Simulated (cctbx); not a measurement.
# Lattice, Laue class and space group of a new crystal

Cell: a = 8.8880 Å, b = 8.8880 Å, c = 6.6010 Å, α = 90.00°, β = 90.00°, γ = 120.00°. Expected content of the cell: Dy10 Sn6 B2.

Simulated single-crystal data (cctbx): Ag Kα, λ = 0.56087 Å, to d = 0.6 Å, 70 % of the full sphere, strongest reflection 70000 counts, noise from counting, a 1.5 % proportional error and a noise floor of 4 counts (s.d.); no absorption.

A first pass over the reflections prints:

```text
6212 reflections to d = 0.600 A
centring   violations  <I/sigma> of those
    A       2358 of  3096     20.4
    B       2362 of  3120     20.3
    C       2506 of  3090     20.7
    I       2372 of  3120     20.4
    R       3310 of  4182     20.6
    F       3613 of  4653     20.5
Laue class    unique    Rint  (classes that these axes allow; Friedel mates merged)
P -1             4011   0.014
P 1 1 2/m        2306   0.017
P -3             1470   0.018
P -3 1 m          807   0.019
P -3 m 1          848   0.019
P 6/m             791   0.019
P 6/m m m         487   0.019
space group    extra absences  I>4sigma  <I/sigma>
P 6 2 2                 0          0         -  acentric
P 63 2 2                9          0      -0.6  acentric
P 6 m m                 0          0         -  acentric
P 63 c m              466          0       0.0  acentric
P -6 m 2                0          0         -  acentric
P -6 c 2              466          0       0.0  acentric
P -6 2 m                0          0         -  acentric
P 6/m m m               0          0         -  centric
P 63/m c m            466          0       0.0  centric
Wilson B = 0.85 A^2   <|E^2-1|> = 0.880 (0.968 centric, 0.736 acentric)   E^2>4: 2.0 %
shell (A)         n   <I/sigma>
 7.70 - 1.20     79     79.0
 1.20 - 0.95     63     90.8
 0.95 - 0.83     59     75.5
 0.83 - 0.76     61     63.2
 0.76 - 0.70     56     69.1
 0.70 - 0.66     55     55.4
 0.66 - 0.63     58     56.2
 0.63 - 0.60     56     58.6
```

Q: Read the symmetry from these tables.

Every centring test has many violations, so the lattice is primitive.

Rint stays low (0.014 to 0.019) up to P 6/m m m, the highest class in these axes.

9 settings pass the absence test. The most absences obeyed, 466, belong to P 63 c m, P -6 c 2 and P 63/m c m, which absences can't tell apart.

⟨|E²−1|⟩ = 0.880 lies between the two ideal values. The Wilson B of 0.85 Å² means U ≈ 0.0108 Å².

The true group is P6_3/mcm (no. 193), Laue class 6/mmm, centrosymmetric. The tables only narrow the choice to the tied entries; cell content, site symmetry and trial solutions must settle it.

The model is made up (kin elements in a known structure type, no relaxation), so it says nothing on whether the phase exists.

[Logs are printed without paths, hosts, clocks, repeated set-up lines and the standing remarks that a program may print on its own settings, such as how far it seeks lower states.]
